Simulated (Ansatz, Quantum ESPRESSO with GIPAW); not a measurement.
# KF (Carobbiite): NMR parameters from first principles

Aim: the magnetic shielding of every site in KF (Carobbiite).

What was measured: 19F isotropic shift -133.3 ppm, in “NMR parameters in alkali, alkaline earth and rare earth fluorides from first principle calculations” (2011; arXiv:1105.1645). Shifts are on the scales named with the reference lines below. The 39K shift is 22.6 ppm against aqueous K+, in “Computation of NMR Shielding Constants for Solids Using an Embedded Cluster Approach with DFT, Double-Hybrid DFT, and MP2” (2020; PMC7659039), quoting earlier work.

Calculated with Quantum ESPRESSO with GIPAW 8.0dev (patched build); DFT, PBE, plane-wave PAW (pslibrary 1.0.0 recipes), scalar-relativistic, GIPAW; a patched development version of the program.

### Step 1. The starting structure

Symmetry: Fm-3m, No. 225, cubic system. Conventional cell: a = 5.344 Å, b = 5.344 Å, c = 5.344 Å, α = 90.00°, β = 90.00°, γ = 90.00°. Nearest to K lie 6 F at 2.67 Å. Nearest to F lie 6 K at 2.67 Å. Farther neighbours and most contacts between anions are not listed.

The cell is an entry of the Crystallography Open Database.

A relaxation of the atoms beforehand (Quantum ESPRESSO with GIPAW) moved none by more than 0.003 Å.

### Step 2. Self-consistent run

The shielding is a linear response of the occupied states, which this run provides. It is converged far beyond what an energy needs, since the response uses the wavefunctions themselves. No empty states are asked for: the response is solved without them. The mesh has a spacing of 0.41 Å⁻¹ at most. The PAW files were made with ld1.x from the pslibrary 1.0.0 recipes, with GIPAW reconstruction switched on.

scf.in reads:

```
&control
  calculation = 'scf'
  prefix = 'x'
  outdir = './tmp/'
  pseudo_dir = './'
/
&system
  ibrav = 0
  nat = 2
  ntyp = 2
  ecutwfc = 55
  ecutrho = 330
  nbnd = 8
/
&electrons
  conv_thr = 1.0d-10
  mixing_beta = 0.7
  electron_maxstep = 100
/
ATOMIC_SPECIES
  K 39.098 K.pbe-spn-kjpaw_psl.1.0.0-gipaw.UPF
  F 18.998 F.pbe-n-kjpaw_psl.1.0.0-gipaw.UPF
CELL_PARAMETERS angstrom
  0.00000000 2.67185000 2.67185000
  2.67185000 0.00000000 2.67185000
  2.67185000 2.67185000 0.00000000
ATOMIC_POSITIONS crystal
  K 0.00000000 0.00000000 0.00000000
  F 0.50000000 0.50000000 0.50000000
K_POINTS automatic
  5 5 5 1 1 1
```

Started as:

```bash
$ pw.x -in scf.in > scf.out
```

Log:

```text
using ibrav=0 with symmetry is DISCOURAGED, use correct ibrav instead

     bravais-lattice index     =            0
     lattice parameter (alat)  =       7.1405  a.u.
     unit-cell volume          =     257.4322 (a.u.)^3
     number of atoms/cell      =            2
     number of atomic types    =            2
     number of electrons       =        16.00
     number of Kohn-Sham states=            8
     kinetic-energy cutoff     =      55.0000  Ry
     charge density cutoff     =     330.0000  Ry
     scf convergence threshold =      1.0E-10
     mixing beta               =       0.7000
     number of iterations used =            8  plain     mixing
     Exchange-correlation= SLA-PW-PBX-PBC
                           (   1   4   3   4   0   0   0)
[...]
K                 9.00    39.09800     K ( 1.00)
     F                 7.00    18.99800     F ( 1.00)

     48 Sym. Ops., with inversion, found
[...]
number of k points=    19
[...]
Dense  grid:    26229 G-vectors     FFT dimensions: (  45,  45,  45)

     Smooth grid:    14211 G-vectors     FFT dimensions: (  36,  36,  36)

     Check: negative core charge=   -0.000002

     Initial potential from superposition of free atoms

     starting charge      15.9812, renormalised to      16.0000
     Starting wfcs are   12 randomized atomic wfcs

     Self-consistent Calculation

     iteration #  1     ecut=    55.00 Ry     beta= 0.70
     Davidson diagonalization with overlap
     ethr =  1.00E-02,  avg # of iterations =  1.0

     total energy              =    -172.45792173 Ry
     estimated scf accuracy    <       0.31106764 Ry

     iteration #  2     ecut=    55.00 Ry     beta= 0.70
     Davidson diagonalization with overlap
     ethr =  1.94E-03,  avg # of iterations =  3.7

     total energy              =    -172.50333617 Ry
     estimated scf accuracy    <       0.54108761 Ry

     iteration #  3     ecut=    55.00 Ry     beta= 0.70
     Davidson diagonalization with overlap
     ethr =  1.94E-03,  avg # of iterations =  2.1

     total energy              =    -172.61373928 Ry
     estimated scf accuracy    <       0.00196150 Ry

[...]
total energy              =    -172.61582353 Ry
[...]
iteration # 10     ecut=    55.00 Ry     beta= 0.70
     Davidson diagonalization with overlap
     ethr =  6.09E-11,  avg # of iterations =  1.0

     total energy              =    -172.61582353 Ry
     estimated scf accuracy    <          6.0E-09 Ry

     iteration # 11     ecut=    55.00 Ry     beta= 0.70
     Davidson diagonalization with overlap
     ethr =  3.78E-11,  avg # of iterations =  2.0

     End of self-consistent calculation
     [one-electron energies left out]

!    total energy              =    -172.61582353 Ry
     total all-electron energy =     -1404.267252 Ry
     estimated scf accuracy    <          2.1E-11 Ry

     The total energy is the sum of the following terms:
     one-electron contribution =     -41.43854481 Ry
     hartree contribution      =      29.03632090 Ry
     xc contribution           =     -20.99787395 Ry
     ewald contribution        =     -72.62121304 Ry
     one-center paw contrib.   =     -66.59451264 Ry

     convergence has been achieved in  11 iterations
[...]
JOB DONE.
```

Run time: 40 s. Hardware: 1 thread of Intel Xeon at 2.80GHz (Skylake/Cascade Lake), shared host.

It converged in 11 cycles to an estimated accuracy of 2e-11 Ry, on 19 irreducible k-points.

### Step 3. Shieldings

The job finds the current that a weak uniform field induces (applied as a long wave, q_gipaw) and the field that this current makes at each nucleus. On atoms with p or d valence electrons much of the paramagnetic part arises close to the nucleus, where the PAW partial waves rebuild the true states. pawproj makes the reconstruction use the PAW data sets' own projectors.

nmr.in reads:

```
&inputgipaw
  job = 'nmr'
  prefix = 'x'
  tmp_dir = './tmp/'
  restart_mode = 'from_scratch'
  verbosity = 'low'
  q_gipaw = 0.01
  spline_ps = .true.
  conv_threshold = 1.0d-14
  use_nmr_macroscopic_shape = .true.
  pawproj(1) = .true.
  pawproj(2) = .true.
/
```

Started as:

```bash
$ gipaw.x -in nmr.in > nmr.out
```

Log:

```text
[banner, memory and clock lines left out]
[a note of our patched build left out]

     Parallelizing q-star over 1 images

     IMPORTANT: XC functional enforced from input :
     Exchange-correlation= PBE
                           (   1   4   3   4   0   0   0)
     Any further DFT definition will be discarded
     Please, verify this is what you really want

     Check: negative core charge=   -0.000002
[...]
projs nearly linearly dependent: l=0  n1,n2= 1, 2  s=  0.99585241
[...]
alpha_pv=     52.1657 eV

     spline_ps is .false., expect some extrapolation errors

     q-space interpolation up to    66.00 Rydberg

     GIPAW job: nmr
     NMR macroscopic correction: yes
             0.6667          0.0000          0.0000
             0.0000          0.6667          0.0000
             0.0000          0.0000          0.6667
[...]
Computing the magnetic susceptibility     isolve=0    ethr=  0.1000E-13
     Starting from scratch
     k-point #    1 of    19      pool #  1    cpu time:       8.7
[...]
End of magnetic susceptibility calculation

     f-sum rule (1st term):
           -15.3444          0.0000         -0.0000
             0.0000        -15.3444          0.0000
            -0.0000          0.0000        -15.3444

     f-sum rule (2nd term):
            -0.4650          0.0000          0.0000
             0.0000         -0.4650          0.0000
             0.0000          0.0000         -0.4650

     f-sum rule (should be   -15.8053):
           -15.8094          0.0000         -0.0000
             0.0000        -15.8094          0.0000
            -0.0000          0.0000        -15.8094

[... susceptibilities left out ...]
     Contributions to the NMR chemical shifts: -------------------------------

     Macroscopic shape contribution in ppm:                    8.20
             8.2038          0.0000         -0.0000
             0.0000          8.2038         -0.0000
            -0.0000         -0.0000          8.2038

     Core contribution in ppm:

     Atom  1  K   pos: (  0.000000  0.000000  0.000000)  core sigma:        1193.41
     Atom  2  F   pos: (  0.707107  0.707107  0.707107)  core sigma:         306.42

     Bare contribution in ppm:

     Atom  1  K   pos: (  0.000000  0.000000  0.000000)  bare sigma:         118.11
[...]
Atom  2  F   pos: (  0.707107  0.707107  0.707107)  bare sigma:          83.68
[...]
Diamagnetic contribution in ppm:

     Atom  1  K   pos: (  0.000000  0.000000  0.000000)  dia sigma:          -4.08
[...]
Atom  2  F   pos: (  0.707107  0.707107  0.707107)  dia sigma:          42.85
[...]
Paramagnetic contribution in ppm:

     Atom  1  K   pos: (  0.000000  0.000000  0.000000)  para sigma:        -233.53
[...]
Atom  2  F   pos: (  0.707107  0.707107  0.707107)  para sigma:         140.30
[...]
Paramagnetic US occ-occ contribution in ppm:

     Atom  1  K   pos: (  0.000000  0.000000  0.000000)  para_oo sigma:          -1.51
[...]
Atom  2  F   pos: (  0.707107  0.707107  0.707107)  para_oo sigma:           0.90
[...]
Paramagnetic US L_R Q_R contribution in ppm:

     Atom  1  K   pos: (  0.000000  0.000000  0.000000)  para_lq sigma:         102.71
[...]
Atom  2  F   pos: (  0.707107  0.707107  0.707107)  para_lq sigma:        -315.06
[...]
Total NMR chemical shifts in ppm: ---------------------------------------
     (adopting the Simpson convention for anisotropy and asymmetry)-----------

     Atom  1  K   pos: (  0.000000  0.000000  0.000000)  Total sigma:        1183.32
          1183.3173          0.0000         -0.0000
             0.0000       1183.3173         -0.0000
            -0.0000         -0.0000       1183.3173

     K       1    anisotropy:      0.00    eta:    0.0000
[...]
Atom  2  F   pos: (  0.707107  0.707107  0.707107)  Total sigma:         267.28
           267.2826         -0.0000         -0.0000
            -0.0000        267.2826         -0.0000
            -0.0000         -0.0000        267.2826

     F       2    anisotropy:     -0.00    eta:    0.0000
[...]
```

The job ended after 6.1 min (1 thread).

The f-sum rule is met to 0.0041 of 15.8 (0.03 %). Converged shieldings require that this miss be small, but a small miss does not prove them.

From the symmetric part of each tensor, with principal values σ11 ≤ σ22 ≤ σ33: σ_iso is their mean, the span is σ33 − σ11 and the skew 3(σ_iso − σ22)/span. (gipaw.x prints an anisotropy in another convention.)

```csv
site,atom no.,atoms in cell,σ_iso (ppm),span (ppm),skew
K,1,1,1175.1,0.0,-
F,2,1,259.1,0.0,-
```

The printed totals hold a macroscopic shape term of 8.2 ppm, which is taken off the shieldings here and below (some reference lines add a sphere's term back, as they say). It is the term of a spherical sample, from the valence susceptibility, a rough estimate, since the susceptibility converges slowly and lacks part of the PAW terms. Differences within the crystal don't depend on it, but shieldings of different compounds can't be compared to better than a few ppm without it.

K and F sit on cubic site symmetry, where the tensor must be isotropic.

The quadrupolar nuclei (39K) sit on sites where the field gradient vanishes by symmetry, so they have no quadrupolar coupling.

### Step 4. From shieldings to shifts

A shielding is counted from the bare nucleus and a shift from a reference compound, with the opposite sign. A fitted line does better than one reference, as its slope takes up part of the functional's error.

To turn shieldings into shifts, lines fitted to measured solids are used. 19F: δ = (120.8 − σ) / 1.162, zero at CFCl3, fitted to 6 measured values, from BaF2, CdF2, LiF, MgF2, NaF and ZnF2, with a scatter of 4.6 ppm r.m.s. (this compound left out) (CaF2 fall off this line, as semilocal functionals put their cations' empty d or f shells too low, and are left out), on σ without the shape term. Kinds of site that fitted badly were split off after the misses were seen, so the scatter is that of the points kept.

Covalently bonded atoms count as neighbours within 1.18 times the sum of their radii. Otherwise a cation's neighbours lie within 1.2 times its shortest bond (1.3 for large cations, each anion's radius taken off where they differ), and an anion's are the cations that count it.

```csv
site,atom no.,atoms in cell,surroundings,bonds (Å),δ_iso (ppm)
K,1,1,KF6,2.672,-
F,2,1,bound to K6,2.672,-119.0
```

Simulated spectrum, 19F MAS at 62.5 kHz, 18.8 T (753.5 MHz), lines broadened by 2 ppm; rigid lattice, with dipolar and J couplings left out: a single narrow line at -119.0 ppm.

### Step 5. Against experiment

```csv
quantity,site,measured,calculated,difference
19F isotropic shift (ppm),F,-133.3,-119.0,+14.3
```

Without a fitted line the measured shift still tests the calculation: for an exact theory σ + δ is one number for all compounds of a nucleus, up to the shape term, which is left out of σ and differs by some ppm between compounds.

```csv
"nucleus, site",σ_iso (ppm),measured δ (ppm),σ + δ (ppm),"σ + δ of other compounds, same level"
"39K, K",1175.1,22.6,1197.7,"KCl 1200.1, KBr 1201.8"
```

### Step 6. Outcome

```
19F shift                        : -119.0 ppm
39K shielding without shape term : 1175.1 ppm
```

19F has one site (bound to K6), with isotropic shift -119.0 ppm. For 39K, σ + δ is 1197.7 ppm here and 1201.0 ppm on average over 2 other sites: with that reference and slope one the shift would be off by +3.3 ppm. Verdict on the shifts: 19F poor, missed by 14.3 ppm at most, 3.1 times the scatter of its line. No sound run at another cutoff or mesh is at hand, so convergence rests on the f-sum rule and on experience with these files. This build of gipaw.x prints that it is not audited and that its numbers are no references by themselves. It also reports spline_ps as false although the input sets it; why was not traced. 2 further runs of this session failed or came with warnings and are not shown (2 stopped by an error).

[Banner, clock, file and message-heading lines were taken out of the pw.x and gipaw.x logs.]

[Logs are printed without paths, hosts, clocks, repeated set-up lines and the standing remarks that a program may print on its own settings, such as how far it seeks lower states.]

[Hosts, paths, dates, database ids (printed as entryN), source tags and the programs' standing remarks are cut or masked in the printed files.]

[Where no reference line passes its bar on scatter, no shift is given, so a measured shift of this compound may stand uncompared.]
